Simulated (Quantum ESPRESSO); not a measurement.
# How biaxial strain moves the moments of FeClO

Wanted: the trend of the moments of FeClO with biaxial strain.

Calculated with Quantum ESPRESSO 7.5; LDA with U = 4.5 eV on Fe d (ortho-atomic projectors); plane waves with GBRV 1.5 LDA potentials, no spin-orbit coupling.

This is a report of a sequence of runs, with most program output left out.

## (1) Set-up

The structure is orthorhombic, space group Pmmn (No. 59). Conventional cell: a = 3.302 Å, b = 3.780 Å, c = 7.917 Å, α = 90.00°, β = 90.00°, γ = 90.00°. Nearest to Fe lie 4 O at 1.96 to 2.10 Å and 2 Cl at 2.37 Å. Cl has 2 Fe at 2.37 Å nearest. O has 4 Fe at 1.96 to 2.10 Å nearest. Farther neighbours and most contacts between anions are not listed.

The cell comes from the Crystallography Open Database.

## (2) Biaxial 0.94, ferro ++

Lengths in the Cartesian xy plane scale by the factor; z is kept. Atoms keep their fractional places. Seeded atoms are those given a starting moment.

File pw.in:

```
&CONTROL
  calculation = 'scf'
  prefix = 'pwscf'
  outdir = './tmp'
  pseudo_dir = './pseudo'
  disk_io = 'nowf'
  tprnfor = .true.
  tstress = .true.
/
&SYSTEM
  ibrav = 0
  celldm(1) = 8
  nat = 6
  ntyp = 3
  ecutwfc = 40
  ecutrho = 280
  nbnd = 43
  occupations = 'smearing'
  smearing = 'fd'
  degauss = 0.00734986
  nspin = 2
  starting_magnetization(1) = 0.25
  starting_magnetization(2) = 0
  starting_magnetization(3) = 0
/
&ELECTRONS
  conv_thr = 1.2d-08
  electron_maxstep = 150
  mixing_beta = 0.3
/
ATOMIC_SPECIES
Fe     55.8450 fe_lda_v1.5.uspp.F.UPF
Cl     35.4500 cl_lda_v1.4.uspp.F.UPF
O      15.9990 o_lda_v1.2.uspp.F.UPF
CELL_PARAMETERS alat
   0.7331853904629    0.0000000000000    0.0000000000000
   0.0000000000000    0.8393218582525    0.0000000000000
   0.0000000000000    0.0000000000000    1.8701202160828
ATOMIC_POSITIONS crystal
Fe      0.5000000000    0.0000000000    0.1156800000
Fe      0.0000000000    0.5000000000    0.8843200000
Cl      0.0000000000    0.0000000000    0.3300300000
Cl      0.5000000000    0.5000000000    0.6699700000
O       0.0000000000    0.0000000000    0.9516800000
O       0.5000000000    0.5000000000    0.0483200000
K_POINTS automatic
6 6 6 0 0 0
HUBBARD {ortho-atomic}
U Fe-3d 4.5000
```

The run is started by

```bash
$ OMP_NUM_THREADS=1 mpirun -n 4 pw.x -nk 4 -in pw.in > pw.out
```

Elapsed: 1.8 min, on 4 MPI ranks of Arm Neoverse V1, shared host; peak memory 0.71 GiB; 7 min of CPU time.

Spin moment in the atom's sphere by atom:

```csv
atom,spin moment in the atom's sphere (μB)
Fe1,3.77
Fe2,3.77
Cl3,0.22
Cl4,0.22
O5,0.41
O6,0.41
```

Numbers from this step:

```
smearing term TS       : 0.002905 eV
pressure               : 16.92 GPa
magnetization          : 9.996 μB
absolute magnetization : 9.998 μB
final state            : ferromagnetic
```

## (3) Biaxial 0.94, antiferro +-

pw.in: that of step 2 with these lines changed.

```diff
@@ -13,6 +13,6 @@
   nat = 6
-  ntyp = 3
+  ntyp = 4
   ecutwfc = 40
   ecutrho = 280
-  nbnd = 43
+  nbnd = 39
   occupations = 'smearing'
@@ -22,4 +22,5 @@
   starting_magnetization(1) = 0.25
-  starting_magnetization(2) = 0
+  starting_magnetization(2) = -0.25
   starting_magnetization(3) = 0
+  starting_magnetization(4) = 0
 /
@@ -31,3 +32,4 @@
 ATOMIC_SPECIES
-Fe     55.8450 fe_lda_v1.5.uspp.F.UPF
+Fe1    55.8450 fe_lda_v1.5.uspp.F.UPF
+Fe2    55.8450 fe_lda_v1.5.uspp.F.UPF
 Cl     35.4500 cl_lda_v1.4.uspp.F.UPF
@@ -39,4 +41,4 @@
 ATOMIC_POSITIONS crystal
-Fe      0.5000000000    0.0000000000    0.1156800000
-Fe      0.0000000000    0.5000000000    0.8843200000
+Fe1     0.5000000000    0.0000000000    0.1156800000
+Fe2     0.0000000000    0.5000000000    0.8843200000
 Cl      0.0000000000    0.0000000000    0.3300300000
@@ -48,2 +50,3 @@
 HUBBARD {ortho-atomic}
-U Fe-3d 4.5000
+U Fe1-3d 4.5000
+U Fe2-3d 4.5000
```

Wall time 97 s (4 MPI ranks); peak memory 0.71 GiB.

Spin moment in the atom's sphere by atom:

```csv
atom,spin moment in the atom's sphere (μB)
Fe1,3.72
Fe2,-3.72
Cl3,0.19
Cl4,-0.19
O5,-0.03
O6,0.03
```

Numbers from this step:

* smearing term TS: 0.001247 eV
* pressure: 15.76 GPa
* magnetization: 0 μB
* absolute magnetization: 9.016 μB
* final state: antiferromagnetic

## (4) Biaxial 0.94, no spin polarisation

pw.in: that of step 3 with these lines changed.

```diff
@@ -13,3 +13,3 @@
   nat = 6
-  ntyp = 4
+  ntyp = 3
   ecutwfc = 40
@@ -20,7 +20,2 @@
   degauss = 0.00734986
-  nspin = 2
-  starting_magnetization(1) = 0.25
-  starting_magnetization(2) = -0.25
-  starting_magnetization(3) = 0
-  starting_magnetization(4) = 0
 /
@@ -32,4 +27,3 @@
 ATOMIC_SPECIES
-Fe1    55.8450 fe_lda_v1.5.uspp.F.UPF
-Fe2    55.8450 fe_lda_v1.5.uspp.F.UPF
+Fe     55.8450 fe_lda_v1.5.uspp.F.UPF
 Cl     35.4500 cl_lda_v1.4.uspp.F.UPF
@@ -41,4 +35,4 @@
 ATOMIC_POSITIONS crystal
-Fe1     0.5000000000    0.0000000000    0.1156800000
-Fe2     0.0000000000    0.5000000000    0.8843200000
+Fe      0.5000000000    0.0000000000    0.1156800000
+Fe      0.0000000000    0.5000000000    0.8843200000
 Cl      0.0000000000    0.0000000000    0.3300300000
@@ -50,3 +44,2 @@
 HUBBARD {ortho-atomic}
-U Fe1-3d 4.5000
-U Fe2-3d 4.5000
+U Fe-3d 4.5000
```

Wall time 52 s (4 MPI ranks); peak memory 0.54 GiB; 3.5 min of CPU time.

Numbers from this step:

- smearing term TS: 0.1265 eV
- pressure: -8.085 GPa
- final state: non-magnetic (no spin polarisation)

## (5) Biaxial 1.06, ferro ++

pw.in: that of step 4 with these lines changed.

```diff
@@ -16,3 +16,3 @@
   ecutrho = 280
-  nbnd = 39
+  nbnd = 43
   occupations = 'smearing'
@@ -20,2 +20,6 @@
   degauss = 0.00734986
+  nspin = 2
+  starting_magnetization(1) = 0.25
+  starting_magnetization(2) = 0
+  starting_magnetization(3) = 0
 /
@@ -31,4 +35,4 @@
 CELL_PARAMETERS alat
-   0.7331853904629    0.0000000000000    0.0000000000000
-   0.0000000000000    0.8393218582525    0.0000000000000
+   0.8267835254156    0.0000000000000    0.0000000000000
+   0.0000000000000    0.9464693295188    0.0000000000000
    0.0000000000000    0.0000000000000    1.8701202160828
```

Elapsed: 2.1 min, on 4 MPI ranks; peak memory 0.93 GiB; 8.5 min of CPU time.

Numbers from this step:

```yaml
smearing_term_ts: 3.76e-4 eV
pressure: -11.78 GPa
magnetization: 10 μB
absolute_magnetization: 10.00 μB
final_state: ferromagnetic
largest_moment: 3.97 μB
```

## (6) All points

The runs not shown differ from these in the moved quantity alone.

Final states:

```csv
biaxial,ferro ++,antiferro +-,no spin polarisation
0.94,ferromagnetic,antiferromagnetic,non-magnetic
0.96,ferromagnetic,antiferromagnetic,non-magnetic
0.98,ferromagnetic,antiferromagnetic,non-magnetic
1,ferromagnetic,antiferromagnetic,non-magnetic
1.02,ferromagnetic,antiferromagnetic,non-magnetic
1.04,ferromagnetic,antiferromagnetic,non-magnetic
1.06,ferromagnetic,antiferromagnetic,non-magnetic
```

Table of largest site moment by biaxial:

```csv
biaxial (factor),ferro ++ (μB),antiferro +- (μB)
0.9400,3.77,3.72
0.9600,3.81,3.77
0.9800,3.85,3.82
1.0000,3.89,3.86
1.0200,3.92,3.89
1.0400,3.95,3.93
1.0600,3.97,3.95
```

Table of energy less that of the parallel start by biaxial; values in meV a seeded atom:

```csv
biaxial (factor),antiferro +-,no spin polarisation
0.9400,-95.1,1459
0.9600,-75.0,1742
0.9800,-59.0,1996
1.0000,-46.2,2226
1.0200,-35.7,2431
1.0400,-26.9,2616
1.0600,-19.6,2780
```

Energy over the lowest against biaxial; values in meV an atom:

```csv
biaxial (factor),ferro ++,antiferro +-,no spin polarisation
0.9400,117,85.1,603
0.9600,53.4,28.4,634
0.9800,21.1,1.43,687
1.0000,15.4,0,757
1.0200,32.4,20.5,843
1.0400,68.8,59.8,941
1.0600,122,115,1048
```

## (7) Results

```json
{
 "moment, parallel start": "3.77 to 3.97 μB",
 "states met from these starts": "antiferromagnetic and ferromagnetic"
}
```

**Reading.** The moment of the parallel start goes from 3.77 μB at 0.94 to 3.97 μB at 1.06. The net moment of the cell goes from 10.00 to 10 μB. The radius of the spheres follows the nearest distance, so part of the change of the site moments is the spheres'. The largest moment of the start antiferro +- lies between 3.72 and 3.95 μB. The start antiferro +- lies under the parallel one at every finished point, by 19.6 to 95.1 meV a seeded atom. Energies are free energies at an electronic temperature of 1160 K, which lowers moments and differences where the moments are itinerant.

[Logs and program files are shortened in this print: banners, set-up blocks, solver, clock and traceback lines can be left out without a mark of their own.]

[Logs are printed without paths, hosts, clocks, repeated set-up lines and the standing remarks that a program may print on its own settings, such as how far it seeks lower states.]

[Hosts, paths, dates, database ids (printed as entryN), source tags and the programs' standing remarks are cut or masked in the printed files.]

[Where a cell is said to come from a database of computed structures, the database is the Materials Project.]
